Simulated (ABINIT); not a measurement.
An input for ABINIT 10.8.3 (LiHF2 (C2/m)):

```
acell 3*1.0 Angstrom
rprim 
  2.547496000000 -1.534899000000 0.000000000000
  2.547496000000 1.534899000000 0.000000000000
  -2.526944000000 -0.000000000000 4.201520000000
ntypat 3
znucl 3 1 9
natom 4
typat 1 2 3 3
xred 
  0.000000000000 0.000000000000 0.000000000000
  0.000000000000 0.000000000000 0.500000000000
  0.209803000000 0.209803000000 0.750702000000
  0.790197000000 0.790197000000 0.249298000000
pp_dirpath "pseudos"
pseudos "Li.upf, H.upf, F.upf"
ecut 36
ngkpt 6 6 4
nshiftk 1
shiftk 0 0 0
kptopt 1
chksymbreak 0
istwfk *1
occopt 1
irdwfk 1
optdriver 3
nband 22
ecuteps 3.9
inclvkb 2
awtr 1
symchi 1
indata_prefix "in"
outdata_prefix "out"
tmpdata_prefix "tmp"
```

```sh
OMP_NUM_THREADS=1 mpirun -n 4 abinit run.abi > log
```

Estimate wall time and host memory on 4 MPI ranks of Arm Neoverse V2, shared host.

It took 28 s; on shared hardware allow 14 s to 57 s. Peak host memory was 0.81 GiB.

[Paths, hosts, dates, memory and timing lines, banners, echoed tables and standing remarks are left out of the program output.]

[Logs are printed without paths, hosts, clocks, repeated set-up lines and the standing remarks that a program may print on its own settings, such as how far it seeks lower states.]

[Runs of the session that timed out or met a known fault of the program may be left out.]

[Hosts, paths, dates, database ids (printed as entryN), source tags and the programs' standing remarks are cut or masked in the printed files.]

[G0W0 gaps are taken among the corrected bands and points alone; a level outside them can change the order at an edge.]

[Where Ansatz stands beside ABINIT at settings called matched, ABINIT's density can come from a denser mesh and the files from another edition; pairs whose starting gaps differed by over 0.03 eV were left out, so agreement reads better than it is.]
